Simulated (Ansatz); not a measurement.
# Settings and their price: Pnnm (COD entry) AlH3, size series (48 atoms)

The cell holds 48 atoms: 12 Al and 36 H. Its edges and angles: a = 10.761 Å, b = 7.356 Å, c = 5.775 Å, α = 90.0°, β = 90.0°, γ = 90.0°. It derives from AlH3 (Pnnm, COD entry), repeated 2×1×1. Pnnm (COD entry) AlH3 (cell 5.381, 7.356, 5.775, 90, 90, 90), 2 x 1 x 1 conventional cells; ideal positions.

Geometry: as built.

Reference run: Kohn-Sham DFT, LDA, PAW (set soft_2), plane waves (Ansatz 0.2.0), cutoff 420 eV, k-mesh 2×4×5, fermi-dirac smearing of 0.025 eV.

| Item | Value |
| --- | --- |
| r.m.s. force component | 0.3432 eV/Å |
| pressure | -1.935 GPa |
| gap (highest filled to lowest empty level) | 2.685 eV |
| SCF cycles | 6 |
| time | 8.5 s on 8 threads of Arm Neoverse V2, shared host |

**Question.** The cell is repeated and solved at Γ. How do error, time and memory go?
- plane waves, 48 atoms (1×1×1)
- support functions, 48 atoms (1×1×1)
- plane waves, 288 atoms (1×2×3)
- support functions, 288 atoms (1×2×3)
- support functions, 1152 atoms (2×3×4)
- truncated density matrix, 1152 atoms (2×3×4)

Differences are against the typed cell on a 2×4×5 mesh, which samples like Γ on 1920 atoms (r.m.s. force component 0.343 eV/Å, gap 2.68 eV). Every repeated cell is solved at Γ, and forces are averaged over the copies of each atom. Hardware: 8 threads of Arm Neoverse V2, shared host.

```csv
atoms,repeats,basis,"Δ force, r.m.s. (meV/Å)",Δ energy (meV/atom),less plane waves of the same size (meV/atom),gap (eV),spread among copies (meV/Å),SCF cycles,time,host memory (GiB)
48,1×1×1,plane waves,137,-42.3,-,3.05,-,6,0.5 s,0.4
48,1×1×1,support functions,137,-43.9,-1.7,3.05,-,9,7.2 s,0.81
288,1×2×3,plane waves,11.1,1.02,-,2.82,0,6,13 s,3.3
288,1×2×3,support functions,11.1,-0.662,-1.7,2.82,0.013,9,49 s,3.9
1152,2×3×4,support functions,0.437,-1.62,-,2.65,0.14,11,4.8 min,9.9
1152,2×3×4,truncated density matrix,0.433,-1.62,-,-,0.14,12,16 min,14
```

Repeating the cell at Γ samples more k-points: in plane waves the energy difference from the dense mesh goes from -42.3 meV/atom at 48 atoms to 1.02 at 288, and the force difference from 137 to 11 meV/Å; the gap goes from 3.05 to 2.82 eV. At 1152 atoms truncation (run in mixed precision) changes the energy by +0.0006 meV/atom and takes 3.4 times the time of the full density matrix. At equal size the support functions lie 1.7 meV/atom below plane waves, likely because their grid holds more waves than 420 eV; no run tests this. At the largest size the support functions' forces differ from the reference by 0.13 % of the r.m.s. force, which holds the difference of sampling between the two as well as that of the basis. In some support-function runs the search for missed states was left out or partial. Plane waves may use the symmetry of this cell, which the support-function runs switch off.

[Logs are printed without paths, hosts, clocks, repeated set-up lines and the standing remarks that a program may print on its own settings, such as how far it seeks lower states.]

[Hosts, paths, dates, database ids (printed as entryN), source tags and the programs' standing remarks are cut or masked in the printed files.]
